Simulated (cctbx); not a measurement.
**A crystallographic session in cctbx: VBi2Se5**

Library: cctbx 2025.11. The data are simulated by the first script.

## 1. Simulate the data

run.py:

```python
from cctbx import adptbx, crystal, miller, sgtbx, xray
from cctbx.array_family import flex
from iotbx.shelx import hklf
from scitbx import matrix
import scitbx.random

cs = crystal.symmetry(unit_cell=(12.134, 8.522, 7.915, 90, 90, 90), space_group_symbol='Hall: -P 2ac 2n')  # Pnma
atoms = [  # label, site, U (iso, or U11 U22 U33 U12 U13 U23 in A^2), occupancy
    ("Bi1", (0.179, 0.5045, 0.956), (0.0163, 0.0244, 0.0176, -0.0037, -0.0077, -0.0034), 1),
    ("Se1", (0.2029, 0.25, 0.6691), (0.0416, 0.0318, 0.0366, 0.0000, -0.0064, 0.0000), 1),
    ("Se2", (0.9953, 0.25, 0.9402), (0.0278, 0.0400, 0.0272, 0.0000, 0.0002, 0.0000), 1),
    ("Se3", (0.8118, 0.25, 0.3499), (0.0370, 0.0435, 0.0418, 0.0000, 0.0038, 0.0000), 1),
    ("Se4", (0.9207, 0.9658, 0.6702), (0.0295, 0.0237, 0.0412, -0.0150, -0.0087, 0.0081), 1),
    ("V1", (0.9979, 0.25, 0.5698), (0.0245, 0.0351, 0.0370, 0.0000, 0.0148, 0.0000), 1),
]
xs = xray.structure(crystal_symmetry=cs)
for label, site, u, occ in atoms:
    u = adptbx.u_cif_as_u_star(cs.unit_cell(), u) if isinstance(u, tuple) else u
    xs.add_scatterer(xray.scatterer(label, site=site, u=u, occupancy=occ))
xs.set_inelastic_form_factors(1.54184, "sasaki")
xs.show_summary()
p1 = xs.expand_to_p1()
ms = miller.build_set(p1, anomalous_flag=True, d_min=0.8)
flex.set_random_seed(111219)
scitbx.random.set_random_seed(111219)
ms = ms.select(flex.random_double(ms.size()) < 0.8)
i = ms.structure_factors_from_scatterers(p1, algorithm="direct").f_calc().as_intensity_array().data()
i = i * 5000 / flex.max(i)
sig = flex.sqrt(i + flex.pow2(0.04 * i) + 4 ** 2)
noise = scitbx.random.variate(scitbx.random.normal_distribution())(i.size())
data = ms.array(data=i + sig * noise, sigmas=sig).set_observation_type_xray_intensity()
with open("data.hkl", "w") as f:
    data.export_as_shelx_hklf(f)
print("reflections written:", data.size(), " <I/sigma> = %.1f" % flex.mean(data.data() / data.sigmas()))
for h, a, b in list(data.sort("data"))[:12]:
    print("%4d%4d%4d %9.1f %7.1f" % (h + (a, b)))
```

```console
$ python run.py
```

```text
Number of scatterers: 6
At special positions: 4
Unit cell: (12.134, 8.522, 7.915, 90, 90, 90)
Space group: P n m a (No. 62)
reflections written: 5326  <I/sigma> = 4.6
   0  -4   0    5010.5   212.2
   0   4   0    4734.6   212.2
  -3  -2  -1    2585.7   108.3
   3  -2  -1    2537.0   108.3
  -3  -2   1    2468.7   108.3
  -3   2  -1    2464.2   108.3
   3  -2   1    2371.6   108.3
   3   2   1    2214.8   108.3
   3   2  -1    2186.8   108.3
  -2   2  -2    1711.6    74.1
   2  -2   2    1621.7    74.1
  -2  -2  -2    1609.3    74.1
```

Run time: 0.23 s on 1 thread of Arm Neoverse V2, on a shared host, peak memory 0.07 GiB.

## 2. Symmetry

run.py:

```python
from cctbx import crystal, sgtbx, statistics
from cctbx.array_family import flex
from iotbx.shelx import hklf

p1 = crystal.symmetry(unit_cell=(12.134, 8.522, 7.915, 90, 90, 90), space_group_symbol="P 1")
raw = hklf.reader(file_name="data.hkl").as_miller_arrays(crystal_symmetry=p1, anomalous=True)[0]
print(raw.size(), "reflections to d = %.3f A" % raw.d_min())
isig = raw.data() / raw.sigmas()
print("centring   violations  <I/sigma> of those")
best = "P"
for c in "ABCIRF":
    a = raw.customized_copy(space_group_info=sgtbx.space_group_info("Hall: %s 1" % c)).sys_absent_flags().data()
    m = flex.mean(isig.select(a))
    print("%5s %10d of %5d %8.1f" % (c, (isig.select(a) > 4).count(True), a.count(True), m))
    if (isig.select(a) > 4).count(True) < 0.01 * a.count(True):
        best = c
raw = raw.select(~raw.customized_copy(space_group_info=sgtbx.space_group_info("Hall: %s 1" % best)).sys_absent_flags().data())
isig = raw.data() / raw.sigmas()
rows = []
for s in sgtbx.space_group_symbol_iterator():
    g = sgtbx.space_group(s)
    if g.conventional_centring_type_symbol() != best or not g.is_compatible_unit_cell(p1.unit_cell(), 1e-3, 0.02):
        continue
    rows.append((s, g))
print("Laue class    unique    Rint  (classes that these axes allow; Friedel mates merged)")
rint = {}
for s, g in rows:
    laue = g.build_derived_patterson_group()
    key = laue.type().hall_symbol()
    if key not in rint:
        m = raw.customized_copy(space_group_info=laue.info(), anomalous_flag=False).merge_equivalents()
        rint[key] = m.r_int()
        print("%-14s %6d %7.3f" % (laue.type().lookup_symbol(), m.array().size(), m.r_int()))
floor = min(rint.values())
good = [(s, g) for s, g in rows if rint[g.build_derived_patterson_group().type().hall_symbol()] < 2 * floor + 0.03]
top = max(g.build_derived_patterson_group().order_z() for s, g in good)
print("space group    extra absences  I>4sigma  <I/sigma>")
for s, g in good:
    laue = g.build_derived_patterson_group()
    if laue.order_z() != top:
        continue
    a = raw.customized_copy(space_group_info=g.info()).sys_absent_flags().data()
    a &= ~raw.customized_copy(space_group_info=laue.info()).sys_absent_flags().data()
    bad = (isig.select(a) > 4).count(True)
    if bad <= 0.03 * a.count(True):
        print("%-16s %8d %10d %9s  %s" % (s.universal_hermann_mauguin(), a.count(True), bad, "%.1f" % flex.mean(isig.select(a)) if a.count(True) else "-", "centric" if g.is_centric() else "acentric"))
laue = max(good, key=lambda t: t[1].build_derived_patterson_group().order_z())[1].build_derived_patterson_group()
f = raw.customized_copy(space_group_info=laue.info(), anomalous_flag=False).merge_equivalents().array().eliminate_sys_absent().f_sq_as_f()
f.set_observation_type_xray_amplitude()
bins = max(3, min(8, f.size() // 12))
f.setup_binner(n_bins=bins)
w = statistics.wilson_plot(f, {e: n / laue.order_z() for e, n in {'Bi': 8.0, 'Se': 20.0, 'V': 4.0}.items()}, e_statistics=True)
print("Wilson B = %.2f A^2   <|E^2-1|> = %.3f (0.968 centric, 0.736 acentric)   E^2>4: %.1f %%" % (w.wilson_b, w.mean_e_sq_minus_1, w.percent_e_sq_gt_2))
print("shell (A)         n   <I/sigma>")
m = raw.customized_copy(space_group_info=laue.info(), anomalous_flag=False).merge_equivalents().array().eliminate_sys_absent()
for b in m.setup_binner(n_bins=bins).range_used():
    sel = m.binner().selection(b)
    print("%5.2f - %4.2f %6d %8.1f" % (min(m.binner().bin_d_range(b)[0] if m.binner().bin_d_range(b)[0] > 0 else 99, 99), m.binner().bin_d_range(b)[1], sel.count(True), flex.mean((m.data() / m.sigmas()).select(sel))))
```

```console
$ python run.py
```

```text
5326 reflections to d = 0.800 A
centring   violations  <I/sigma> of those
    A       1039 of  2674      4.4
    B       1176 of  2700      4.8
    C       1107 of  2650      4.8
    I       1002 of  2614      4.4
    R       1443 of  3563      4.7
    F       1661 of  4012      4.7
Laue class    unique    Rint  (classes that these axes allow; Friedel mates merged)
P -1             3194   0.061
P 1 2/m 1        1769   0.070
P 1 1 2/m        1784   0.069
P 2/m 1 1        1750   0.069
P m m m          1005   0.075
space group    extra absences  I>4sigma  <I/sigma>
P 2 2 2                 0          0         -  acentric
P 2 2 21                7          0      -0.1  acentric
P 21 2 2               14          0       0.0  acentric
P 2 21 2                9          0       0.4  acentric
P 21 21 2              23          0       0.2  acentric
P 2 21 21              16          0       0.2  acentric
P 21 2 21              21          0      -0.0  acentric
P 21 21 21             30          0       0.1  acentric
P m m 2                 0          0         -  acentric
P 2 m m                 0          0         -  acentric
P m 2 m                 0          0         -  acentric
P 21 m a              209          0       0.1  acentric
P m 2 a               209          0       0.1  acentric
P n m 21              134          0      -0.1  acentric
P n 21 m              134          0      -0.1  acentric
P n 21 a              343          0       0.0  acentric
P m m m                 0          0         -  centric
P m m a               209          0       0.1  centric
P n m m :1            134          0      -0.1  centric
P n m m :2            134          0      -0.1  centric
P n m a               343          0       0.0  centric
Wilson B = 1.71 A^2   <|E^2-1|> = 1.052 (0.968 centric, 0.736 acentric)   E^2>4: 5.5 %
shell (A)         n   <I/sigma>
12.14 - 1.60    149     13.0
 1.60 - 1.27    127     12.4
 1.27 - 1.11    126     11.1
 1.11 - 1.01    124      9.1
 1.01 - 0.94    123      9.7
 0.94 - 0.88    119      6.8
 0.88 - 0.84    119      6.9
 0.84 - 0.80    118      7.3
```

Time: 0.34 s.

## 3. Charge flipping

run.py:

```python
import itertools
from cctbx import crystal, maptbx
from cctbx.array_family import flex
from iotbx.shelx import hklf
from smtbx.ab_initio import charge_flipping as cf

cs = crystal.symmetry(unit_cell=(12.134, 8.522, 7.915, 90, 90, 90), space_group_symbol='Hall: -P 2ac 2n')  # Pnma
raw = hklf.reader(file_name="data.hkl").as_miller_arrays(crystal_symmetry=cs, anomalous=True)[0]
merged = raw.eliminate_sys_absent().merge_equivalents()
fo2 = merged.array().set_observation_type_xray_intensity()
f = fo2.average_bijvoet_mates().f_sq_as_f().resolution_filter(d_min=0.9)
p1 = f.expand_to_p1()
work = p1
flex.set_random_seed(11331)
it = cf.weak_reflection_improved_iterator(delta=None, weak_reflection_fraction=0.2)
it.start(work, phases=flex.random_double(p1.size()) * 6.2832, f_000=0)
it.delta = 0.9 * it.rho_map.sigma()
print("cycle      R  skewness")
for n, st in enumerate(itertools.islice(it, 150)):
    if n % 12 == 0:
        print("%5d %6.3f %8.2f" % (n, st.r1_factor(), st.rho_map.skewness()))
rho = p1.phase_transfer(it.f_calc).fft_map().apply_volume_scaling()
polish = cf.low_density_elimination_iterator(constant_rho_c=rho.sigma())
polish.start(f_obs=p1, phases=it.f_calc, f_000=0)
for _ in range(8):
    next(polish)
print("origin shift          correlation  skewness")
maps = []
for fc, shift, cc in itertools.islice(cf.f_calc_symmetrisations(f, polish.f_calc, 0), 4):
    m = f.phase_transfer(fc).fft_map(symmetry_flags=maptbx.use_space_group_symmetry, resolution_factor=0.25).apply_sigma_scaling()
    maps.append((m.skewness(), cc, m))
    print("%6.3f %6.3f %6.3f %10.3f %9.2f" % (tuple(shift) + (cc, m.skewness())))
skew, cc, m = max((t for t in maps if t[1] > maps[0][1] - 0.04), key=lambda t: t[0])
print("taken: symmetry correlation %.3f, skewness %.2f" % (cc, skew))
peaks = m.peak_search(parameters=maptbx.peak_search_parameters(min_distance_sym_equiv=0.9, max_clusters=11)).all()
sps = cs.special_position_settings(min_distance_sym_equiv=0.5)
print("peak      x       y       z  mult  height/sigma")
for k, (x, h) in enumerate(zip(peaks.sites(), peaks.heights())):
    ss = sps.site_symmetry(x)
    print("Q%-3d %7.4f %7.4f %7.4f %4d %8.1f" % ((k + 1,) + tuple(t % 1 for t in ss.exact_site()) + (ss.multiplicity(), h)))
```

```console
$ python run.py
```

```text
cycle      R  skewness
    0  0.620     0.28
   12  0.463     1.59
   24  0.469     1.85
   36  0.471     1.95
   48  0.442     2.00
   60  0.469     2.03
   72  0.462     2.17
   84  0.479     2.43
   96  0.472     2.90
  108  0.463     3.48
  120  0.452     3.63
  132  0.446     3.71
  144  0.458     3.83
origin shift          correlation  skewness
 0.304  0.165  0.044      0.816      1.19
 0.311  0.161  0.363      0.805      0.91
-0.004  0.162  0.374      0.797      0.95
 0.260  0.360  0.348      0.793      0.91
taken: symmetry correlation 0.816, skewness 1.19
peak      x       y       z  mult  height/sigma
Q1    0.1780  0.0010  0.9704    8      6.8
Q2    0.9985  0.2500  0.0147    4      6.7
Q3    0.1379  0.2500  0.4498    4      5.9
Q4    0.1932  0.0016  0.4553    8      5.7
Q5    0.1337  0.7500  0.4484    4      4.9
Q6    0.0924  0.7500  0.6495    4      4.5
Q7    0.2011  0.9988  0.1071    8      4.3
Q8    0.0248  0.5184  0.4195    8      4.1
Q9    0.1139  0.2500  0.6279    4      3.6
Q10   0.0499  0.0061  0.6695    8      3.4
Q11   0.0424  0.9967  0.9521    8      3.0
```

Time: 0.34 s.

## 4. Refinement (model from the peaks)

run.py:

```python
import math
from cctbx import adptbx, crystal, maptbx, sgtbx, xray
from cctbx.array_family import flex
from cctbx.xray import observations
from iotbx.shelx import hklf
from scitbx.lstbx import normal_eqns_solving
from smtbx import absolute_structure, utils
from smtbx.refinement import constraints, least_squares

cs = crystal.symmetry(unit_cell=(12.134, 8.522, 7.915, 90, 90, 90), space_group_symbol='Hall: -P 2ac 2n')  # Pnma
atoms = [  # label, site, U (iso, or U11 U22 U33 U12 U13 U23 in A^2), occupancy
    ("Se1", (0.178, 0.001, 0.9704), 0.0200, 1),
    ("Bi1", (0.9985, 0.25, 0.0147), 0.0200, 1),
    ("Bi2", (0.1379, 0.25, 0.4498), 0.0200, 1),
    ("Se2", (0.1932, 0.0016, 0.4553), 0.0200, 1),
    ("Se3", (0.1337, 0.75, 0.4484), 0.0200, 1),
    ("V1", (0.0924, 0.75, 0.6495), 0.0200, 1),
]
xs = xray.structure(crystal_symmetry=cs)
for label, site, u, occ in atoms:
    u = adptbx.u_cif_as_u_star(cs.unit_cell(), u) if isinstance(u, tuple) else u
    xs.add_scatterer(xray.scatterer(label, site=site, u=u, occupancy=occ))
xs.set_inelastic_form_factors(1.54184, "sasaki")
raw = hklf.reader(file_name="data.hkl").as_miller_arrays(crystal_symmetry=cs, anomalous=True)[0]
merged = raw.eliminate_sys_absent().merge_equivalents()
fo2 = merged.array().set_observation_type_xray_intensity()
print("Rint %.3f, %d unique reflections to %.2f A" % (merged.r_int(), fo2.size(), fo2.d_min()))
for sc in xs.scatterers():
    sc.flags.set_grad_site(True)
    sc.flags.set_grad_u_aniso(sc.flags.use_u_aniso())
    sc.flags.set_grad_u_iso(sc.flags.use_u_iso())
obs = fo2.as_xray_observations()
extra = {}
rep = constraints.reparametrisation(xs, [], utils.connectivity_table(xs), **extra)
ls = least_squares.crystallographic_ls(obs, rep, weighting_scheme=least_squares.mainstream_shelx_weighting(a=0, b=0))
print("cycle     R1     wR2    GooF  max shift (A)")
for cycle in range(6):
    ls.build_up()
    r1, wr2, goof = ls.r1_factor(cutoff_factor=2)[0], ls.wR2(), ls.goof()
    old = xs.sites_cart()
    normal_eqns_solving.levenberg_marquardt_iterations(ls, n_max_iterations=3, tau=0.0001, step_threshold=1e-7)
    big = flex.max((xs.sites_cart() - old).norms())
    print("%4d %7.4f %7.4f %7.3f %9.5f" % (cycle + 1, r1, wr2, goof, big))
    ls.build_up(objective_only=True)
    if abs(ls.wR2() - wr2) < 5e-5 and big < 5e-4:
        break
ls.build_up()
print("final R1 %.4f wR2 %.4f GooF %.3f  parameters %d  data/parameter %.1f" % (ls.r1_factor(cutoff_factor=2)[0], ls.wR2(), ls.goof(), ls.n_parameters, fo2.size() / ls.n_parameters))
cov = ls.covariance_matrix_and_annotations()
su = dict(zip(cov.annotations, (math.sqrt(max(v, 0)) for v in cov.matrix.matrix_packed_u_diagonal())))
a2 = cs.unit_cell().reciprocal_parameters()[0] ** -2
print("atom        x        y        z      Ueq    occ   su(xyz)  su(Uiso or U11)")
for sc in xs.scatterers():
    s = max(su.get(sc.label + k, 0) for k in (".x", ".y", ".z"))
    npd = "" if sc.is_positive_definite_u(cs.unit_cell()) else "  NPD"
    print("%-5s %8.5f %8.5f %8.5f %8.4f %6.3f %8.5f %7.4f%s" % ((sc.label,) + sc.site + (sc.u_iso_or_equiv(cs.unit_cell()), sc.occupancy, s, su.get(sc.label + ".uiso", su.get(sc.label + ".u11", 0) * a2), npd)))
fo = fo2.f_sq_as_f()
fc = fo.structure_factors_from_scatterers(xs, algorithm="direct").f_calc()
diff = fo.f_obs_minus_f_calc(1 / math.sqrt(ls.scale_factor()), fc).average_bijvoet_mates()
m = diff.fft_map(symmetry_flags=maptbx.use_space_group_symmetry, resolution_factor=0.25).apply_volume_scaling()
print("difference map: max %.2f min %.2f rms %.2f" % (m.statistics().max(), m.statistics().min(), m.statistics().sigma()))
peaks = m.peak_search(parameters=maptbx.peak_search_parameters(min_distance_sym_equiv=0.6, max_clusters=5)).all()
near = xs.closest_distances(peaks.sites(), distance_cutoff=4)
sps = cs.special_position_settings(min_distance_sym_equiv=0.5)
for k, (x, h) in enumerate(zip(peaks.sites(), peaks.heights())):
    ss = sps.site_symmetry(x)
    print("Q%-3d %7.4f %7.4f %7.4f %4d %7.2f  %.2f A from %s" % ((k + 1,) + tuple(t % 1 for t in ss.exact_site()) + (ss.multiplicity(), h, near.smallest_distances[k], xs.scatterers()[near.i_seqs[k]].label)))
```

```console
$ python run.py
```

```text
Rint 0.074, 891 unique reflections to 0.80 A
cycle     R1     wR2    GooF  max shift (A)
   1  0.6353  0.8919  14.115   0.17875
   2  0.5917  0.8674  13.727   0.08206
   3  0.5875  0.8653  13.693   0.08630
   4  0.5823  0.8618  13.638   0.07601
   5  0.5776  0.8580  13.577   0.30884
   6  0.5708  0.8517  13.478   0.45364
final R1 0.5632 wR2 0.8445 GooF 13.364  parameters 20  data/parameter 44.5
atom        x        y        z      Ueq    occ   su(xyz)  su(Uiso or U11)
Se1    0.19753  0.00406  0.84415   0.0936  1.000  0.01021  0.0223
Bi1    0.99775  0.25000  0.01541   0.0295  1.000  0.00258  0.0050
Bi2    0.14612  0.25000  0.45738   0.0132  1.000  0.00195  0.0041
Se2    0.17774 -0.00707  0.43475   0.0880  1.000  0.00842  0.0253
Se3    0.14743  0.75000  0.46023   0.0001  1.000  0.00437  0.0066
V1     0.10161  0.75000  0.64835   0.0030  1.000  0.00670  0.0117
difference map: max 128.60 min -123.51 rms 13.58
Q1    0.1488  0.7500  0.4540    4  133.36  0.05 A from Se3
Q2    0.1471  0.2500  0.4515    4  125.49  0.05 A from Bi2
Q3    0.0054  0.2500  0.9821    4  109.79  0.28 A from Bi1
Q4    0.0259  0.0075  0.6740    8   87.21  2.39 A from V1
Q5    0.1713  0.0127  0.9473    8   62.77  0.88 A from Se1
```

Time: 0.53 s.

Figures of merit this high mean that the model is still wrong or incomplete.

## 5. Charge flipping

run.py, as its changes from the last script of this kind:

```diff
@@ -13,2 +13,3 @@
-work = p1
-flex.set_random_seed(11331)
+p1.setup_binner_counting_sorted(reflections_per_bin=max(40, p1.size() // 12))
+work = p1.array(data=p1.data() / p1.amplitude_quasi_normalisations().data())
+flex.set_random_seed(11332)
@@ -19,2 +20,2 @@
-for n, st in enumerate(itertools.islice(it, 150)):
-    if n % 12 == 0:
+for n, st in enumerate(itertools.islice(it, 300)):
+    if n % 25 == 0:
```

```console
$ python run.py
```

```text
cycle      R  skewness
    0  0.641     0.22
   25  0.430     1.46
   50  0.440     1.53
   75  0.443     1.60
  100  0.443     1.63
  125  0.436     1.61
  150  0.448     1.66
  175  0.441     1.65
  200  0.442     1.67
  225  0.435     1.70
  250  0.442     1.72
  275  0.440     1.76
origin shift          correlation  skewness
 0.421  0.372  0.055      0.789      1.07
 0.424  0.059  0.064      0.786      0.61
 0.212  0.435  0.097      0.777      1.46
 0.007  0.433  0.156      0.778      0.93
taken: symmetry correlation 0.777, skewness 1.46
peak      x       y       z  mult  height/sigma
Q1    0.1796  0.0118  0.9573    8      8.1
Q2    0.9942  0.2500  0.0175    4      7.0
Q3    0.0833  0.9919  0.5757    8      6.0
Q4    0.0009  0.2500  0.4686    4      4.7
Q5    0.1786  0.0057  0.1380    8      4.6
Q6    0.1773  0.7500  0.4372    4      3.9
Q7    0.1043  0.7500  0.4131    4      3.6
Q8    0.2305  0.7500  0.7277    4      3.5
Q9    0.1582  0.2500  0.4686    4      3.4
Q10   0.2206  0.2500  0.7195    4      2.9
Q11   0.0025  0.0966  0.1209    8      2.8
```

Time: 0.38 s.

[Logs are printed without paths, hosts, clocks, repeated set-up lines and the standing remarks that a program may print on its own settings, such as how far it seeks lower states.]
